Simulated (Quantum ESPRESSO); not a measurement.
# Grüneisen parameters and expansion of Al (Fm-3m), part 4 of 7

Wanted: mode Grüneisen parameters of Al and a free-energy fit over volumes.

Measurements to reproduce:
- volume expansion coefficient 69 1e-6/K and heat capacity C_P per formula unit 24.2 J/mol/K near room temperature (given in “High-Throughput Prediction of Finite-Temperature Properties using the Quasi-Harmonic Approximation”, 2016, arXiv:1603.06924)

Quantum ESPRESSO 7.5; DFT LDA, scalar-relativistic, plane waves, GBRV ultrasoft pseudopotentials.

So far. Step 3 (Finding the static equilibrium): After the last step pw.x solved the final cell once more on a basis chosen for it, which moves the energy without moving the atoms. Step 4 (Ground state at this cell): On a basis chosen for the relaxed cell the pressure is 0.005 GPa, small enough for phonons.

## Step 5: A displaced supercell

One atom (for the harmonic constants) or a pair of atoms (for the cubic ones) is moved by a few hundredths of an ångström; the forces on all atoms give a column of force constants. The threshold is tight because the forces are small.

System of this step: Al. The structure is orthorhombic, space group Imm2 (No. 44). The conventional cell has a = 8.450 Å, b = 11.950 Å, c = 8.450 Å, α = 90.00°, β = 90.00°, γ = 90.00°. Al has 12 Al at 2.80 to 2.84 Å nearest. Al has 12 Al at 2.80 to 2.82 Å nearest. Nearest to Al lie 12 Al at 2.82 to 2.84 Å. Nearest to Al lie 12 Al at 2.81 to 2.82 Å. Al has 12 Al at 2.82 Å nearest. Al has 12 Al at 2.82 to 2.83 Å nearest.

Contents of disp-00001.in:

```
&CONTROL
  calculation = 'scf'
  prefix      = 'x'
  outdir      = './tmp'
  pseudo_dir  = './pseudo'
  tprnfor     = .true.
  disk_io     = 'none'
/
&SYSTEM
  ibrav       = 0
  nat         = 27
  ntyp        = 1
  ecutwfc     = 40.0
  ecutrho     = 240.0
  occupations = 'smearing'
  smearing    = 'mv'
  degauss     = 0.02
/
&ELECTRONS
  conv_thr         = 1.0d-11
  mixing_beta      = 0.7
  electron_maxstep = 100
/
ATOMIC_SPECIES
 Al     26.9815  Al.upf
CELL_PARAMETERS angstrom
     0.000000000    5.974788753    5.974788753
     5.974788753    0.000000000    5.974788753
     5.974788753    5.974788753    0.000000000
ATOMIC_POSITIONS crystal
 Al     0.002366968   0.000000000   0.000000000
 Al     0.333333333   0.000000000   0.000000000
 Al     0.666666667   0.000000000   0.000000000
 Al     0.000000000   0.333333333   0.000000000
 Al     0.333333333   0.333333333   0.000000000
 Al     0.666666667   0.333333333   0.000000000
 Al     0.000000000   0.666666667   0.000000000
 Al     0.333333333   0.666666667   0.000000000
 Al     0.666666667   0.666666667   0.000000000
 Al     0.000000000   0.000000000   0.333333333
 Al     0.333333333   0.000000000   0.333333333
 Al     0.666666667   0.000000000   0.333333333
 Al     0.000000000   0.333333333   0.333333333
 Al     0.333333333   0.333333333   0.333333333
 Al     0.666666667   0.333333333   0.333333333
 Al     0.000000000   0.666666667   0.333333333
 Al     0.333333333   0.666666667   0.333333333
 Al     0.666666667   0.666666667   0.333333333
 Al     0.000000000   0.000000000   0.666666667
 Al     0.333333333   0.000000000   0.666666667
 Al     0.666666667   0.000000000   0.666666667
 Al     0.000000000   0.333333333   0.666666667
 Al     0.333333333   0.333333333   0.666666667
 Al     0.666666667   0.333333333   0.666666667
 Al     0.000000000   0.666666667   0.666666667
 Al     0.333333333   0.666666667   0.666666667
 Al     0.666666667   0.666666667   0.666666667
K_POINTS automatic
 5 5 5 0 0 0
```

The run is started by

```sh
OMP_NUM_THREADS=1 mpirun -n 8 pw.x -nk 8 -in disp-00001.in > disp-00001.out
```

The program printed:

```text
[banner, memory and clock lines left out]
Program PWSCF v.7.5

     Message from routine setup:
     using ibrav=0 with symmetry is DISCOURAGED, use correct ibrav instead

     G-vector sticks info

     bravais-lattice index     =            0
     lattice parameter (alat)  =      15.9675  a.u.
     unit-cell volume          =    2878.6858 (a.u.)^3
     number of atoms/cell      =           27
     number of atomic types    =            1
     number of electrons       =        81.00
     number of Kohn-Sham states=           49
     kinetic-energy cutoff     =      40.0000  Ry
     charge density cutoff     =     240.0000  Ry
     scf convergence threshold =      1.0E-11
     mixing beta               =       0.7000
     number of iterations used =            8  plain     mixing
     Exchange-correlation= SLA  PZ   NOGX NOGC
                           (   1   1   0   0   0   0   0)

     celldm(1)=  15.967481  celldm(2)=   0.000000  celldm(3)=   0.000000
     celldm(4)=   0.000000  celldm(5)=   0.000000  celldm(6)=   0.000000

     crystal axes: (cart. coord. in units of alat)
               a(1) = (   0.000000   0.707107   0.707107 )
               a(2) = (   0.707107   0.000000   0.707107 )
               a(3) = (   0.707107   0.707107   0.000000 )

     reciprocal axes: (cart. coord. in units 2 pi/alat)
               b(1) = ( -0.707107  0.707107  0.707107 )
               b(2) = (  0.707107 -0.707107  0.707107 )
               b(3) = (  0.707107  0.707107 -0.707107 )

     PseudoPot. # 1 for Al read from file:
     ./pseudo/Al.upf
     Pseudo is Ultrasoft + core correction, Zval =  3.0
     Using radial grid of  893 points,  3 beta functions with:
                l(1) =   0
                l(2) =   1
                l(3) =   2
     Q(r) pseudized with  8 coefficients,  rinner =    0.900   0.900   0.900
                                                       0.900   0.900

     atomic species   valence    mass     pseudopotential
     Al                3.00    26.98150     Al( 1.00)

      4 Sym. Ops. (no inversion) found

   Cartesian axes

     site n.     atom                  positions (alat units)
         1        Al     tau(   1) = (   0.0000000   0.0016737   0.0016737  )
         2        Al     tau(   2) = (   0.0000000   0.2357023   0.2357023  )
         3        Al     tau(   3) = (   0.0000000   0.4714045   0.4714045  )
         4        Al     tau(   4) = (   0.2357023   0.0000000   0.2357023  )
         5        Al     tau(   5) = (   0.2357023   0.2357023   0.4714045  )
         6        Al     tau(   6) = (   0.2357023   0.4714045   0.7071068  )
         7        Al     tau(   7) = (   0.4714045   0.0000000   0.4714045  )
         8        Al     tau(   8) = (   0.4714045   0.2357023   0.7071068  )
         9        Al     tau(   9) = (   0.4714045   0.4714045   0.9428090  )
        10        Al     tau(  10) = (   0.2357023   0.2357023   0.0000000  )
        11        Al     tau(  11) = (   0.2357023   0.4714045   0.2357023  )
        12        Al     tau(  12) = (   0.2357023   0.7071068   0.4714045  )
        13        Al     tau(  13) = (   0.4714045   0.2357023   0.2357023  )
        14        Al     tau(  14) = (   0.4714045   0.4714045   0.4714045  )
        15        Al     tau(  15) = (   0.4714045   0.7071068   0.7071068  )
        16        Al     tau(  16) = (   0.7071068   0.2357023   0.4714045  )
[...]
20        Al     tau(  20) = (   0.4714045   0.7071068   0.2357023  )
        21        Al     tau(  21) = (   0.4714045   0.9428090   0.4714045  )
        22        Al     tau(  22) = (   0.7071068   0.4714045   0.2357023  )
        23        Al     tau(  23) = (   0.7071068   0.7071068   0.4714045  )
        24        Al     tau(  24) = (   0.7071068   0.9428090   0.7071068  )
        25        Al     tau(  25) = (   0.9428090   0.4714045   0.4714045  )
        26        Al     tau(  26) = (   0.9428090   0.7071068   0.7071068  )
        27        Al     tau(  27) = (   0.9428090   0.9428090   0.9428090  )

     number of k points=    27  Marzari-Vanderbilt smearing, width (Ry)=  0.0200
                       cart. coord. in units 2pi/alat
        k(    1) = (   0.0000000   0.0000000   0.0000000), wk =   0.0160000
        k(    2) = (   0.1414214   0.1414214  -0.1414214), wk =   0.0640000
        k(    3) = (   0.2828427   0.2828427  -0.2828427), wk =   0.0640000
        k(    4) = (   0.2828427  -0.0000000   0.0000000), wk =   0.0320000
        k(    5) = (   0.4242641   0.1414214  -0.1414214), wk =   0.0640000
        k(    6) = (  -0.1414214  -0.4242641   0.4242641), wk =   0.0640000
        k(    7) = (   0.0000000  -0.2828427   0.2828427), wk =   0.0320000
        k(    8) = (   0.5656854  -0.0000000   0.0000000), wk =   0.0320000
        k(    9) = (   0.0000000  -0.5656854   0.5656854), wk =   0.0320000
        k(   10) = (  -0.1414214  -0.4242641   0.7071068), wk =   0.1280000
        k(   11) = (   0.1414214   0.1414214   0.1414214), wk =   0.0640000
        k(   12) = (   0.2828427   0.2828427   0.2828427), wk =   0.0640000
        k(   13) = (   0.0000000   0.2828427  -0.0000000), wk =   0.0640000
        k(   14) = (   0.1414214   0.4242641   0.1414214), wk =   0.1280000
        k(   15) = (  -0.1414214  -0.4242641   0.1414214), wk =   0.1280000
        k(   16) = (  -0.4242641  -0.1414214  -0.1414214), wk =   0.0640000
[...]
k(   20) = (  -0.2828427   0.0000000  -0.2828427), wk =   0.1280000
        k(   21) = (  -0.0000000   0.2828427   0.2828427), wk =   0.0320000
        k(   22) = (   0.0000000   0.5656854  -0.0000000), wk =   0.0640000
        k(   23) = (  -0.5656854   0.0000000  -0.5656854), wk =   0.1280000
        k(   24) = (  -0.0000000   0.5656854   0.5656854), wk =   0.0320000
        k(   25) = (  -0.4242641  -0.1414214  -0.7071068), wk =   0.1280000
        k(   26) = (   0.7071068   0.4242641  -0.1414214), wk =   0.0640000
        k(   27) = (  -0.7071068   0.4242641   0.1414214), wk =   0.0640000

     Dense  grid:   180983 G-vectors     FFT dimensions: (  80,  80,  80)

     Smooth grid:    98213 G-vectors     FFT dimensions: (  72,  72,  72)

     Initial potential from superposition of free atoms

     starting charge      80.9408, renormalised to      81.0000
     Starting wfcs are  108 randomized atomic wfcs

     per-process dynamical memory:   175.1 Mb

     Self-consistent Calculation

     iteration #  1     ecut=    40.00 Ry     beta= 0.70
     Davidson diagonalization with overlap
     ethr =  1.00E-02,  avg # of iterations =  3.0

[...]
total energy              =    -179.39736844 Ry
     estimated scf accuracy    <          1.1E-09 Ry

     iteration # 11     ecut=    40.00 Ry     beta= 0.70
     Davidson diagonalization with overlap
     c_bands:  1 eigenvalues not converged
     ethr =  1.34E-12,  avg # of iterations =  5.6

     total energy              =    -179.39736844 Ry
     estimated scf accuracy    <          5.1E-10 Ry

     iteration # 12     ecut=    40.00 Ry     beta= 0.70
     Davidson diagonalization with overlap
     c_bands:  4 eigenvalues not converged
     ethr =  6.24E-13,  avg # of iterations =  2.9

     total energy              =    -179.39736844 Ry
     estimated scf accuracy    <          2.9E-11 Ry

     iteration # 13     ecut=    40.00 Ry     beta= 0.70
     Davidson diagonalization with overlap
     c_bands:  4 eigenvalues not converged
     ethr =  1.00E-13,  avg # of iterations =  3.9

     End of self-consistent calculation

          k = 0.0000 0.0000 0.0000 ( 12339 PWs)   bands (ev):

    -3.3041  -0.2412  -0.2315  -0.2292  -0.2291  -0.2291  -0.2291  -0.2268
    -0.2174   0.7703   0.7761   0.7783   0.7783   0.7805   0.7864   4.7330
     4.7364   4.7377   4.7414   4.7417   4.7429   4.7429   4.7441   4.7444
     4.7480   4.7493   4.7527   7.0052   7.0055   7.0155   7.0159   7.0160
     7.0162   7.0162   7.0164   7.0165   7.0169   7.0268   7.0271   8.5590
     8.5616   8.5671   8.5679   8.5680   8.5689   8.5690   8.5697   8.5699
     8.5705

          k = 0.1414 0.1414-0.1414 ( 12269 PWs)   bands (ev):

    -3.1800  -1.3292  -0.5186  -0.5137  -0.5089   0.0885   0.0934   0.0982
     0.2927   0.2975   0.3024   1.1041   1.6933   1.6982   1.7031   3.2896
     3.2946   3.2996   4.8487   4.8493   4.8537   4.8549   4.8592   4.8599
     5.6909   5.6958   5.7006   6.4241   6.4294   6.4346   6.4533   6.5016
     6.5021   6.5063   6.5074   6.5116   6.5126   7.2700   7.2717   7.2735
     7.9918   7.9931   7.9945   8.5415   8.5426   8.5438   9.2966   9.2980
     9.3003

          k = 0.2828 0.2828-0.2828 ( 12284 PWs)   bands (ev):

    -2.8081  -2.1902  -0.5596  -0.5546  -0.5499  -0.3566  -0.3518  -0.3469
     1.0587   1.0636   1.0685   2.0598   2.0647   2.0697   2.6586   2.8399
     2.8447   2.8497   4.1956   4.2006   4.2055   4.4672   5.1637   5.1642
     5.1691   5.1700   5.1748   5.1754   5.8093   5.8101   5.8135   5.8150
[...]
9.9568

          k = 0.2828-0.0000 0.0000 ( 12279 PWs)   bands (ev):

[...]
9.4950

          k = 0.4243 0.1414-0.1414 ( 12309 PWs)   bands (ev):

[...]
9.7842

          k =-0.1414-0.4243 0.4243 ( 12302 PWs)   bands (ev):

[...]
9.7381

          k = 0.0000-0.2828 0.2828 ( 12302 PWs)   bands (ev):

[...]
9.7717

          k = 0.5657-0.0000 0.0000 ( 12322 PWs)   bands (ev):

[...]
10.6660

          k = 0.0000-0.5657 0.5657 ( 12302 PWs)   bands (ev):

[...]
9.7164

          k =-0.1414-0.4243 0.7071 ( 12305 PWs)   bands (ev):

[...]
9.9288

          k = 0.1414 0.1414 0.1414 ( 12269 PWs)   bands (ev):

[...]
9.3018

          k = 0.2828 0.2828 0.2828 ( 12284 PWs)   bands (ev):

[...]
9.9552

          k = 0.0000 0.2828-0.0000 ( 12279 PWs)   bands (ev):

[...]
9.4941

          k = 0.1414 0.4243 0.1414 ( 12309 PWs)   bands (ev):

[...]
9.7842

          k =-0.1414-0.4243 0.1414 ( 12309 PWs)   bands (ev):

[...]
9.7843

          k =-0.4243-0.1414-0.1414 ( 12309 PWs)   bands (ev):

[...]
9.7842

          k =-0.4243-0.1414-0.4243 ( 12302 PWs)   bands (ev):

[...]
k = 0.4243 0.1414-0.4243 ( 12302 PWs)   bands (ev):

[...]
k = 0.1414 0.4243 0.4243 ( 12302 PWs)   bands (ev):

[...]
k =-0.2828 0.0000-0.2828 ( 12302 PWs)   bands (ev):

[...]
9.7701

          k =-0.0000 0.2828 0.2828 ( 12302 PWs)   bands (ev):

[...]
9.7718

          k = 0.0000 0.5657-0.0000 ( 12322 PWs)   bands (ev):

[...]
10.6685

          k =-0.5657 0.0000-0.5657 ( 12302 PWs)   bands (ev):

[...]
9.7204

          k =-0.0000 0.5657 0.5657 ( 12302 PWs)   bands (ev):

[...]
9.7162

          k =-0.4243-0.1414-0.7071 ( 12305 PWs)   bands (ev):

[...]
9.9288

          k = 0.7071 0.4243-0.1414 ( 12305 PWs)   bands (ev):

[...]
7.0162   7.0865   7.0865   7.3877   7.6372   7.6372   7.8608   7.8608
     8.4472   8.4632   8.4636   8.5397   9.1612   9.1613   9.4370   9.4370
     9.9298

          k =-0.7071 0.4243 0.1414 ( 12305 PWs)   bands (ev):

    -2.4783  -1.8617  -1.8617  -1.6568  -0.2296  -0.2295  -0.0272   0.7813
     1.3838   1.3838   1.5822   1.5822   2.3812   2.3813   2.9718   2.9723
     2.9749   2.9754   3.1617   3.9345   3.9345   3.9503   4.5137   4.5138
     4.6040   4.6040   4.6318   4.7792   4.7793   5.4909   6.9196   6.9275
     7.0161   7.0866   7.0867   7.3877   7.6372   7.6372   7.8608   7.8608
     8.4473   8.4630   8.4635   8.5398   9.1613   9.1613   9.4370   9.4370
     9.9288

     the Fermi energy is     8.2412 ev

!    total energy              =    -179.39736844 Ry
     estimated scf accuracy    <          3.0E-12 Ry
     smearing contrib. (-TS)   =      -0.00079381 Ry
     internal energy E=F+TS    =    -179.39657463 Ry

     The total energy is F=E-TS. E is the sum of the following terms:
     one-electron contribution =      83.20598537 Ry
     hartree contribution      =       0.23120737 Ry
     xc contribution           =    -114.82039320 Ry
     ewald contribution        =    -148.01337417 Ry

     convergence has been achieved in  13 iterations

     Forces acting on atoms (cartesian axes, Ry/au):

     atom    1 type  1   force =     0.00000000   -0.00273841   -0.00273841
     atom    2 type  1   force =     0.00000000    0.00080119    0.00080119
     atom    3 type  1   force =     0.00000000    0.00073481    0.00073481
     atom    4 type  1   force =     0.00040827   -0.00008107    0.00036860
     atom    5 type  1   force =     0.00000018   -0.00001507   -0.00001414
     atom    6 type  1   force =    -0.00039472    0.00036259   -0.00007845
     atom    7 type  1   force =     0.00039472   -0.00007845    0.00036259
     atom    8 type  1   force =    -0.00040827    0.00036860   -0.00008107
     atom    9 type  1   force =    -0.00000018   -0.00001414   -0.00001507
     atom   10 type  1   force =     0.00040827    0.00036860   -0.00008107
     atom   11 type  1   force =     0.00000018   -0.00001414   -0.00001507
     atom   12 type  1   force =    -0.00039472   -0.00007845    0.00036259
     atom   13 type  1   force =    -0.00000268   -0.00001234   -0.00001234
     atom   14 type  1   force =     0.00000194   -0.00001226   -0.00001226
     atom   15 type  1   force =    -0.00000449    0.00000752    0.00000752
     atom   16 type  1   force =     0.00000000   -0.00004050   -0.00003127
[...]
atom   20 type  1   force =    -0.00040827   -0.00008107    0.00036860
     atom   21 type  1   force =    -0.00000018   -0.00001507   -0.00001414
     atom   22 type  1   force =     0.00000000   -0.00003127   -0.00004050
     atom   23 type  1   force =     0.00000000    0.00000690    0.00010127
     atom   24 type  1   force =    -0.00000000    0.00010706    0.00000818
     atom   25 type  1   force =    -0.00000194   -0.00001226   -0.00001226
     atom   26 type  1   force =     0.00000449    0.00000752    0.00000752
     atom   27 type  1   force =     0.00000268   -0.00001234   -0.00001234

     Total force =     0.004452     Total SCF correction =     0.000002
     Message from routine punch:
     Nothing written, as per user request (disk_io='none')
```

Run time: 1.8 min. Hardware: 8 MPI ranks of Intel Xeon Platinum 8488C (Sapphire Rapids), shared host; 14 min of CPU time.

Force (size) by element, in eV/Å:

```csv
element,atoms,mean,spread (r.m.s.),least,largest
Al,27,0.0106,0.0193,0.0003,0.0996
```

The atoms with the largest values:

```csv
atom,"x, y, z (Å)",force (eV/Å)
Al1,"0.00, 0.01, 0.01","0.0000, -0.0704, -0.0704"
Al2,"0.00, 1.99, 1.99","0.0000, 0.0206, 0.0206"
Al3,"0.00, 3.98, 3.98","0.0000, 0.0189, 0.0189"
Al4,"1.99, 0.00, 1.99","0.0105, -0.0021, 0.0095"
Al8,"3.98, 1.99, 5.97","-0.0105, 0.0095, -0.0021"
Al10,"1.99, 1.99, 0.00","0.0105, 0.0095, -0.0021"
Al20,"3.98, 5.97, 1.99","-0.0105, -0.0021, 0.0095"
Al7,"3.98, 0.00, 3.98","0.0101, -0.0020, 0.0093"
```

(Part 4 of 7 ends here.)

[Logs are printed without paths, hosts, clocks, repeated set-up lines and the standing remarks that a program may print on its own settings, such as how far it seeks lower states.]

[Hosts, paths, dates, database ids (printed as entryN), source tags and the programs' standing remarks are cut or masked in the printed files.]

[A step with changed settings may run another functional than the one named; its input shows which.]

[Of the runs on displaced cells, only some may be shown.]
